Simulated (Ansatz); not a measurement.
**Rb2LiVO4 (Cmc2_1): given cell or relaxed cell?**

Wanted: the change of the gap of Rb2LiVO4 (Cmc2_1) on relaxing cell and ions.

Program: Ansatz 0.2.0. Level of theory: r2SCAN, HSE06 and G0W0, plane waves, PAW. Results are calculated unless marked as measured.

**Experimental background.**

- Gap 3.8 eV: optical gap from diffuse reflectance; UV-vis-NIR diffuse reflectance; powder (polycrystalline, solid-state reaction) (“Growth, Properties, and Theoretical Analysis of M2LiVO4 (M = Rb, Cs) Crystals: Two Potential Mid-Infrared Nonlinear Optical Materials”, 2017, pmc:5432528).

Report form: the programs' logs are mostly left out.

## (1) The structure

It takes space group Cmc2_1 (No. 36, orthorhombic). Conventional cell: a = 5.879 Å, b = 11.701 Å, c = 7.933 Å, α = 90.00°, β = 90.00°, γ = 90.00°. Nearest to Rb lie 10 O at 2.88 to 3.57 Å and 3 Li at 3.18 to 3.60 Å and 1 V at 3.49 Å. Nearest to Rb lie 8 O at 2.89 to 3.24 Å and 1 Li at 3.11 Å. Nearest to Li lie 4 O at 1.89 to 2.06 Å. Nearest to V lie 4 O at 1.71 to 1.72 Å. Nearest to O lie 1 V at 1.72 Å and 1 Li at 1.89 Å and 5 Rb at 3.02 to 3.57 Å. Nearest to O lie 1 V at 1.71 Å and 1 Li at 2.06 Å and 4 Rb at 2.88 to 3.06 Å. Farther neighbours and most contacts between anions are not listed.

The cell and positions come from the Crystallography Open Database and are kept as given unless a step says otherwise.

## (2) r2SCAN bands at the given cell

The cheap functional maps the bands first; the places of the edges decide which points the dearer methods must see.

This step: DFT, r2SCAN, plane waves, PAW; PAW set soft_1.

Contents of input.yaml:

```yaml
crystal:
  lattice:
    - [2.9395, -5.8505, 0.0]
    - [2.9395, 5.8505, 0.0]
    - [0.0, 0.0, 7.933]
  atoms:
    - { symbol: Rb, position: [0.605, 0.395, 0.9488] }
    - { symbol: Rb, position: [0.395, 0.605, 0.4488] }
    - { symbol: Rb, position: [0.0617, 0.9383, 0.5932] }
    - { symbol: Rb, position: [0.9383, 0.0617, 0.0932] }
    - { symbol: Li, position: [0.1989, 0.8011, 0.1716] }
    - { symbol: Li, position: [0.8011, 0.1989, 0.6716] }
    - { symbol: V, position: [0.6905, 0.3095, 0.3894] }
    - { symbol: V, position: [0.3095, 0.6905, 0.8894] }
    - { symbol: O, position: [0.4087, 0.1191, 0.2817] }
    - { symbol: O, position: [0.5913, 0.8809, 0.7817] }
    - { symbol: O, position: [0.8809, 0.5913, 0.2817] }
    - { symbol: O, position: [0.1191, 0.4087, 0.7817] }
    - { symbol: O, position: [0.634, 0.366, 0.5887] }
    - { symbol: O, position: [0.366, 0.634, 0.0887] }
    - { symbol: O, position: [0.835, 0.165, 0.4236] }
    - { symbol: O, position: [0.165, 0.835, 0.9236] }
kpoints:
  mp_grid: { grid: [4, 4, 4] }
  band_path:
    path:
      - [[0.0, 0.0, 0.0], [-0.5, 0.5, 0.0], [-0.68688959, 0.31311041, 0.0]]
      - [[-0.31311041, -0.31311041, 0.0], [0.0, 0.0, 0.0], [0.0, 0.0, -0.5], [-0.31311041, -0.31311041, -0.5]]
      - [[-0.68688959, 0.31311041, -0.5], [-0.5, 0.5, -0.5], [-0.5, 0.5, 0.0]]
      - [[0.0, 0.0, 0.0], [-0.5, 0.0, 0.0], [-0.5, 0.0, -0.5], [0.0, 0.0, -0.5], [-0.5, 0.5, -0.5]]
    npoints: 10
hamiltonian:
  xc: r2scan
  pseudopotentials: { kind: paw, azcp: { folder: soft_1 } }
scf:
  occupations: { method: fermi_dirac, width: 0.02 }
  n_extra_bands: 9
output:
  eigenvalues: true
  forces: true
  stress: true
```

Launch:

```console
> ansatz run input.yaml --threads 24 --pin off --max-ram 82944MiB --backend cuda --events-out ev --progress --plain --runs-dir out --devices 1 --max-vram 78GiB
```

It took 3.1 s on 1 × NVIDIA GB200 (shared by 2 runs) with 24 threads of Arm Neoverse V2, shared host; peak memory 1.3 GiB; 17 s of CPU time.

Numbers from this step:

```
pressure             : -0.6051 GPa
filled bands         : 58
gap                  : 4.354 eV
valence top at       : Y
conduction bottom at : S
least direct gap     : 4.427 eV
```

The gap is indirect, with the least direct gap 0.07 eV higher.

## (3) Relaxing cell and ions

A relaxation at this level of theory: leftover forces would pass straight into the levels.

input.yaml, the sections that differ from step 2:

```yaml
kpoints:
  mp_grid: { grid: [4, 4, 4] }
scf:
  occupations: { method: fermi_dirac, width: 0.02 }
relax:
  f_tol: 0.01
  max_steps: 60
  cell: {}
# crystal, hamiltonian: as in step 2
# output: removed
```

Run time: 4.9 s. Hardware: 1 × NVIDIA GB200 (shared by 2 runs) with 24 threads; peak memory 1.1 GiB; 39 s of CPU time.

Relaxation path:

| step | energy less that of the first step (eV) | largest force component (eV/Å) | pressure (GPa) | volume (Å³) |
| --- | --- | --- | --- | --- |
| 1 | 0.0000 | 0.3779 | -0.61 | 272.86 |
| 2 | -0.0188 | 0.1058 | -0.11 | 269.38 |
| 3 | -0.0217 | 0.0413 | -0.01 | 269.74 |
| 4 | -0.0225 | 0.0227 | 0.02 | 269.45 |
| 5 | -0.0227 | 0.0036 | 0.00 | 269.49 |
| 6 | -0.0213 | 0.0035 | 0.00 | 269.49 |

The log counts 1 steps on a newly chosen plane-wave basis, not all of them marked here; energy and pressure can jump at such steps.

Forces are held to the 4 operations that the run works with; a distortion that breaks them can't arise in this run.

| conventional cell, symmetrised | before | after | change |
| --- | --- | --- | --- |
| a (Å) | 5.879 | 5.854 | -0.4 % |
| b (Å) | 11.701 | 11.695 | -0.1 % |
| c (Å) | 7.933 | 7.873 | -0.8 % |
| volume (Å³/atom) | 17.05 | 16.84 | -1.2 % |

The atoms that moved most (Å, as changes of fractional coordinates times the final cell):

| atom | dx | dy | dz | length |
| --- | --- | --- | --- | --- |
| Li6 | 0.000 | 0.025 | -0.003 | 0.025 |
| Li5 | 0.000 | -0.025 | -0.003 | 0.025 |
| Rb3 | 0.000 | -0.001 | -0.024 | 0.024 |
| Rb4 | 0.000 | 0.001 | -0.024 | 0.024 |
| O12 | -0.015 | 0.016 | 0.008 | 0.024 |
| O9 | -0.015 | -0.016 | 0.008 | 0.024 |
| O10 | 0.015 | 0.016 | 0.008 | 0.024 |
| O11 | 0.015 | -0.016 | 0.008 | 0.024 |

## (4) r2SCAN at the relaxed cell

Contents of input.yaml:

```yaml
crystal:
  lattice:
    - [2.9271502974, -5.8473110039, 0.0]
    - [2.9271502974, 5.8473110039, 0.0]
    - [0.0, 0.0, 7.8725401419]
  atoms:
    - { symbol: Rb, position: [0.604827885, 0.395172115, 0.9500220966] }
    - { symbol: Rb, position: [0.395172115, 0.604827885, 0.4500220966] }
    - { symbol: Rb, position: [0.061755282, 0.938244718, 0.5901146234] }
    - { symbol: Rb, position: [0.938244718, 0.061755282, 0.0901146234] }
    - { symbol: Li, position: [0.2010688921, 0.7989311079, 0.1712807988] }
    - { symbol: Li, position: [0.7989311079, 0.2010688921, 0.6712807988] }
    - { symbol: V, position: [0.6907308404, 0.3092691596, 0.389254231] }
    - { symbol: V, position: [0.3092691596, 0.6907308404, 0.889254231] }
    - { symbol: O, position: [0.4075765761, 0.1151624225, 0.2827479534] }
    - { symbol: O, position: [0.5924234239, 0.8848375775, 0.7827479534] }
    - { symbol: O, position: [0.8848375775, 0.5924234239, 0.2827479534] }
    - { symbol: O, position: [0.1151624225, 0.4075765761, 0.7827479534] }
    - { symbol: O, position: [0.634503841, 0.365496159, 0.5900018493] }
    - { symbol: O, position: [0.365496159, 0.634503841, 0.0900018493] }
    - { symbol: O, position: [0.8359111761, 0.1640888239, 0.4225304941] }
    - { symbol: O, position: [0.1640888239, 0.8359111761, 0.9225304941] }
kpoints:
  mp_grid: { grid: [4, 4, 4] }
  band_path:
    path:
      - [[0.0, 0.0, 0.0], [-0.5, 0.5, 0.0], [-0.68688959, 0.31311041, 0.0]]
      - [[-0.31311041, -0.31311041, 0.0], [0.0, 0.0, 0.0], [0.0, 0.0, -0.5], [-0.31311041, -0.31311041, -0.5]]
      - [[-0.68688959, 0.31311041, -0.5], [-0.5, 0.5, -0.5], [-0.5, 0.5, 0.0]]
      - [[0.0, 0.0, 0.0], [-0.5, 0.0, 0.0], [-0.5, 0.0, -0.5], [0.0, 0.0, -0.5], [-0.5, 0.5, -0.5]]
    npoints: 10
hamiltonian:
  xc: r2scan
  pseudopotentials: { kind: paw, azcp: { folder: soft_1 } }
scf:
  occupations: { method: fermi_dirac, width: 0.02 }
  n_extra_bands: 9
output:
  eigenvalues: true
  forces: true
  stress: true
```

It took 2.6 s on 1 × NVIDIA GB200 (shared by 2 runs) with 24 threads; peak memory 1.2 GiB.

Numbers from this step:

```yaml
pressure: 0.003747 GPa
gap: 4.402 eV
valence_top_at: Y
conduction_bottom_at: S
least_direct_gap: 4.452 eV
```

The gap is indirect, with the least direct gap 0.05 eV higher.

## (5) HSE06 at the relaxed cell

The screened hybrid is the usual rung above semilocal functionals: a quarter of exact exchange, cut off beyond a few ångström.

This step: DFT, HSE06, plane waves, PAW; PAW set soft_1.

input.yaml, as its differences from that of step 4:

```diff
@@ -23,15 +23,20 @@
 kpoints:
-  mp_grid: { grid: [4, 4, 4] }
+  mp_grid: { grid: [4, 4, 2] }
   band_path:
     path:
-      - [[0.0, 0.0, 0.0], [-0.5, 0.5, 0.0], [-0.68688959, 0.31311041, 0.0]]
-      - [[-0.31311041, -0.31311041, 0.0], [0.0, 0.0, 0.0], [0.0, 0.0, -0.5], [-0.31311041, -0.31311041, -0.5]]
-      - [[-0.68688959, 0.31311041, -0.5], [-0.5, 0.5, -0.5], [-0.5, 0.5, 0.0]]
-      - [[0.0, 0.0, 0.0], [-0.5, 0.0, 0.0], [-0.5, 0.0, -0.5], [0.0, 0.0, -0.5], [-0.5, 0.5, -0.5]]
-    npoints: 10
+      - [0.0, 0.0, 0.0]
+      - [-0.5, 0.5, 0.0]
+      - [-0.68688959, 0.31311041, 0.0]
+      - [-0.31311041, -0.31311041, 0.0]
+      - [0.0, 0.0, -0.5]
+      - [-0.31311041, -0.31311041, -0.5]
+      - [-0.68688959, 0.31311041, -0.5]
+      - [-0.5, 0.5, -0.5]
+      - [-0.5, 0.0, 0.0]
+    npoints: 1
 hamiltonian:
-  xc: r2scan
+  xc: hse06
   pseudopotentials: { kind: paw, azcp: { folder: soft_1 } }
 scf:
-  occupations: { method: fermi_dirac, width: 0.02 }
+  occupations: { method: fixed }
   n_extra_bands: 9
@@ -39,3 +44 @@
   eigenvalues: true
-  forces: true
-  stress: true
```

Run time: 13 s. Hardware: 1 × NVIDIA GB200 (shared by 2 runs) with 24 threads; peak memory 2 GiB.

Numbers from this step:

| Quantity | Value |
| --- | --- |
| gap | 5.637 eV |
| valence top at | Y |
| conduction bottom at | k = (-0.500, 0.000, 0.000) |
| least direct gap | 5.695 eV |

The gap stands +1.24 eV against r2SCAN.

## (6) G0W0 at the relaxed cell

Now the one-shot GW correction: screening in the RPA, then the self-energy of the levels asked for. This step takes PAW set soft_1 files.

This step: G0W0 on r2SCAN, plane waves, PAW; PAW set soft_1.

input.yaml, as its differences from that of step 5:

```diff
@@ -24,16 +24,4 @@
   mp_grid: { grid: [4, 4, 2] }
-  band_path:
-    path:
-      - [0.0, 0.0, 0.0]
-      - [-0.5, 0.5, 0.0]
-      - [-0.68688959, 0.31311041, 0.0]
-      - [-0.31311041, -0.31311041, 0.0]
-      - [0.0, 0.0, -0.5]
-      - [-0.31311041, -0.31311041, -0.5]
-      - [-0.68688959, 0.31311041, -0.5]
-      - [-0.5, 0.5, -0.5]
-      - [-0.5, 0.0, 0.0]
-    npoints: 1
 hamiltonian:
-  xc: hse06
+  xc: r2scan
   pseudopotentials: { kind: paw, azcp: { folder: soft_1 } }
@@ -41,4 +29,7 @@
   occupations: { method: fixed }
-  n_extra_bands: 9
-output:
-  eigenvalues: true
+gw:
+  n_empty_bands: 421
+  ecut_chi: 78
+  qp_bands: [v4, c4]
+  qp_kpoints: band_edges
+  screening: { model: contour_deformation }
```

Elapsed: 16 s, on 1 × NVIDIA GB200 (shared by 2 runs) with 24 threads; peak memory 3.6 GiB; 56 s of CPU time.

This step gave:

```yaml
bands_summed: 479
rpa_eps_infinity_on_this_mesh_eigenvalues: 2.537, 2.599, 2.619
plane_waves_in_the_screening_matrix: 419
g0w0_gap_on_the_mesh: 7.106 eV
k_of_the_valence_top: -0.5, -0.5, 0
k_of_the_conduction_bottom: 0, -0.5, 0
starting_gap_on_the_mesh: 4.402 eV
least_direct_g0w0_gap_on_the_computed_points: 7.198 eV
```

The gap on the mesh goes from 4.40 eV to 7.11 eV, a correction of +2.70 eV. Between the two edge states, bare exchange in place of the xc potential would open the gap by 12.27 eV, and correlation takes back 9.57 eV.

## (7) G0W0 at the given cell

Contents of input.yaml:

```yaml
crystal:
  lattice:
    - [2.9395, -5.8505, 0.0]
    - [2.9395, 5.8505, 0.0]
    - [0.0, 0.0, 7.933]
  atoms:
    - { symbol: Rb, position: [0.605, 0.395, 0.9488] }
    - { symbol: Rb, position: [0.395, 0.605, 0.4488] }
    - { symbol: Rb, position: [0.0617, 0.9383, 0.5932] }
    - { symbol: Rb, position: [0.9383, 0.0617, 0.0932] }
    - { symbol: Li, position: [0.1989, 0.8011, 0.1716] }
    - { symbol: Li, position: [0.8011, 0.1989, 0.6716] }
    - { symbol: V, position: [0.6905, 0.3095, 0.3894] }
    - { symbol: V, position: [0.3095, 0.6905, 0.8894] }
    - { symbol: O, position: [0.4087, 0.1191, 0.2817] }
    - { symbol: O, position: [0.5913, 0.8809, 0.7817] }
    - { symbol: O, position: [0.8809, 0.5913, 0.2817] }
    - { symbol: O, position: [0.1191, 0.4087, 0.7817] }
    - { symbol: O, position: [0.634, 0.366, 0.5887] }
    - { symbol: O, position: [0.366, 0.634, 0.0887] }
    - { symbol: O, position: [0.835, 0.165, 0.4236] }
    - { symbol: O, position: [0.165, 0.835, 0.9236] }
kpoints:
  mp_grid: { grid: [4, 4, 2] }
hamiltonian:
  xc: r2scan
  pseudopotentials: { kind: paw, azcp: { folder: soft_1 } }
scf:
  occupations: { method: fixed }
gw:
  n_empty_bands: 426
  ecut_chi: 78
  qp_bands: [v4, c4]
  qp_kpoints: band_edges
  screening: { model: contour_deformation }
```

Wall time 17 s (1 × NVIDIA GB200 (shared by 2 runs) with 24 threads); peak memory 3.7 GiB; 63 s of CPU time.

Numbers from this step:

```yaml
bands_summed: 484
rpa_eps_infinity_on_this_mesh_eigenvalues: 2.523, 2.577, 2.612
plane_waves_in_the_screening_matrix: 431
g0w0_gap_on_the_mesh: 7.056 eV
k_of_the_valence_top: -0.5, -0.5, 0
k_of_the_conduction_bottom: 0, -0.5, 0
starting_gap_on_the_mesh: 4.354 eV
least_direct_g0w0_gap_on_the_computed_points: 7.173 eV
```

The gap on the mesh goes from 4.35 eV to 7.06 eV, a correction of +2.70 eV. Between the two edge states, bare exchange in place of the xc potential would open the gap by 12.25 eV, and correlation takes back 9.55 eV.

## (8) Together

G0W0 rows are gaps on the mesh, lowered by the amount that the mesh misses the start's edges, a rough step that assumes the same correction there.

| level | given cell (eV) | relaxed cell (eV) | change (eV) |
| --- | --- | --- | --- |
| r2SCAN | 4.35 | 4.40 | +0.05 |
| HSE06 | - | 5.64 | - |
| G0W0@r2SCAN | 7.06 | 7.11 | +0.05 |

## (9) What came out

| Quantity | Value |
| --- | --- |
| volume change | −1.2 % |
| r2SCAN, given cell | 4.35 eV |
| r2SCAN, relaxed cell | 4.40 eV |
| HSE06, relaxed cell | 5.64 eV |
| G0W0@r2SCAN, relaxed cell | 7.11 eV |
| G0W0@r2SCAN, given cell | 7.06 eV |
| known limits | not at the basis limit; no spin polarisation; d states lean on the start; no spin-orbit coupling; coarse k mesh |

What this shows: Relaxation changes the volume by −1.2 % and the gap by +0.05 eV (r2SCAN) and +0.05 eV (G0W0@r2SCAN). Against experiment, by G0W0@r2SCAN at the given cell: the gap of 7.06 eV lies +3.26 eV from the measured 3.8 eV (optical, 2017). An exciton line or allowed optical edge lies below the quasiparticle gap by the binding energy; a forbidden edge can push the onset above it. The calculation has static nuclei and no excitons; a measured gap holds zero-point and thermal motion, which mostly lowers it. A miss this large is more than these effects usually give: tightly bound excitons can cover part of it, absorption edges can read low, one-shot GW can overshoot, and the runs shown don't tell these apart. Bands and cutoff are finite, so the gap is not at the basis limit. The miss can reach some tenths of an eV and take either sign; the mesh is an error of its own. The 4×4×2 mesh is coarse for this cell (its supercell is 16 Å along the shortest edge). The RPA ε∞ on it, from the r2SCAN start, is 2.52, 2.58 and 2.61; such meshes misread the long-range screening, most where the gap is narrow. The runs have no spin polarisation. For a closed low-spin shell that is the natural state; where a d or f shell is open it is a constraint, and the gap is then not the crystal's own. With d states at the gap, one-shot GW leans hard on its start. The many-body steps are scalar-relativistic: spin-orbit coupling is not in them.

[Paths, hosts, dates, memory and timing lines, banners, echoed tables and standing remarks are left out of the program output.]

[Logs are printed without paths, hosts, clocks, repeated set-up lines and the standing remarks that a program may print on its own settings, such as how far it seeks lower states.]

[Runs of the session that timed out or met a known fault of the program may be left out.]

[Cells called generated may have been cut or substituted from an entry of the Crystallography Open Database or the Materials Project.]

[Hosts, paths, dates, database ids (printed as entryN), source tags and the programs' standing remarks are cut or masked in the printed files.]
